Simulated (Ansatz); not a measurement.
Planning a run of Ansatz 0.2.0 on SnO2 (Cassiterite). The input:

```yaml
crystal:
  lattice:
    - [4.738, 0.0, 0.0]
    - [0.0, 4.738, 0.0]
    - [0.0, 0.0, 3.1865]
  atoms:
    - { symbol: Sn, position: [0.0, 0.0, 0.0] }
    - { symbol: Sn, position: [0.5, 0.5, 0.5] }
    - { symbol: O, position: [0.3071, 0.3071, 0.0] }
    - { symbol: O, position: [0.1929, 0.8071, 0.5] }
    - { symbol: O, position: [0.6929, 0.6929, 0.0] }
    - { symbol: O, position: [0.8071, 0.1929, 0.5] }
kpoints:
  mp_grid: { grid: [2, 2, 4] }
hamiltonian:
  xc: pbe
scf:
  occupations: { method: fixed }
gw:
  n_empty_bands: 162
  ecut_chi: 100
  qp_bands: [v2, c2]
  qp_kpoints: band_edges
  screening: { model: contour_deformation }
```

```sh
ansatz run input.yaml --threads 3 --pin off --max-ram 92160MiB --backend cuda --events-out ev --progress --plain --runs-dir out --devices 1 --max-vram 13GiB  # rebuilt from the run's record
```

**Question.** Estimate wall time and host memory on 1 × NVIDIA H100 80GB HBM3 (shared by 6 runs) with 3 threads of AMD EPYC 7R13 (Zen 3), shared host.

It took 16 s; on shared hardware allow 8.2 s to 33 s. Peak host memory was 1.1 GiB. The sizes that set the cost: 1411 plane waves a state, 9 irreducible k points, 188 bands summed, 161 plane waves in the screening and 6 SCF cycles.

The screening grows as filled bands × empty bands × pairs of k points, times the square of the screening basis for the matrix.

[Paths, hosts, dates, memory and timing lines, banners, echoed tables and standing remarks are left out of the program output.]

[Logs are printed without paths, hosts, clocks, repeated set-up lines and the standing remarks that a program may print on its own settings, such as how far it seeks lower states.]

[Runs of the session that timed out or met a known fault of the program may be left out.]

[Cells called generated may have been cut or substituted from an entry of the Crystallography Open Database or the Materials Project.]

[Hosts, paths, dates, database ids (printed as entryN), source tags and the programs' standing remarks are cut or masked in the printed files.]
